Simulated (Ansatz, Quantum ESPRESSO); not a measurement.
## Ta (001), bcc: a film clamped to its substrate

A thin film takes the in-plane lattice of its substrate and is free along the normal. How do the free axis and the stress follow the misfit? The strained cell has c along the film normal; unstrained it is a = 3.2806 Å, b = 3.2806 Å, c = 3.2806 Å, α = 90.00°, β = 90.00°, γ = 90.00°, with 2 atoms.

Calculated with Ansatz 0.2.0, PBEsol, PAW files of the set soft_1, cutoff 600 eV, Fermi–Dirac smearing 0.05 eV, k-mesh 13×13×13, no spin polarisation, no spin-orbit coupling.

Relaxed positions at 0 %:

```
atom       x       y       z
  Ta  0.0000  0.0000  0.0000
  Ta  0.5000  0.5000  0.5000
```

| ε∥ (%) | a (Å) | c (Å) | ε⊥ (%) | σ (GPa, tension positive) |
| --- | --- | --- | --- | --- |
| −3 | 3.1822 | 3.4131 | 4.040 | −7.94 |
| −1 | 3.2478 | 3.3237 | 1.313 | −2.73 |
| 0 | 3.2806 | 3.2844 | 0.116 | −0.13 |
| 1 | 3.3134 | 3.2466 | −1.038 | 2.36 |
| 2 | 3.3462 | 3.2076 | −2.225 | 4.49 |
| 3 | 3.3790 | 3.1688 | −3.409 | 6.40 |

**Question.** Fit both responses and give the free strain and the stress at −2 %, a row left out above.

Least squares with y = y0 + y1 ε + y2 ε² (ε in %) gives ε⊥ = 0.121 + (−1.2320) ε + (0.0222) ε² and σ = −0.11 + (2.412) ε + (−0.072) ε² GPa. The linear terms put the ratio of free to applied strain at −1.232 and the biaxial modulus at 241 GPa. The rows at ±1 % alone give −1.175 and 255 GPa, so higher orders enter the wide fit.

At −2 % the free strain comes out as 2.674 %. The run itself gives 2.605 %, so the estimate misses by 0.069 %; the fitted rows themselves lie up to 0.063 % off the law.

The stress comes out as −5.22 GPa. The run itself gives −5.38 GPa, so the estimate misses by 0.16 GPa; the fitted rows themselves lie up to 0.14 GPa off the law.

For a cubic crystal strained in (001), ε⊥/ε∥ = −R with R = 2C12/C11, the modulus is C11 + C12 − 2C12²/C11 = C11(1 + R/2 − R²/2), so C11 = 281 GPa and C12 = 173 GPa.

The negative ε² term means that the crystal stiffens in compression and softens in tension.

The same fit over all rows at other levels or in other programs gives the strain ratio = −1.211 with PBEsol (Quantum ESPRESSO, GBRV) and −1.208 with LDA (Quantum ESPRESSO, GBRV).

[Logs are printed without paths, hosts, clocks, repeated set-up lines and the standing remarks that a program may print on its own settings, such as how far it seeks lower states.]
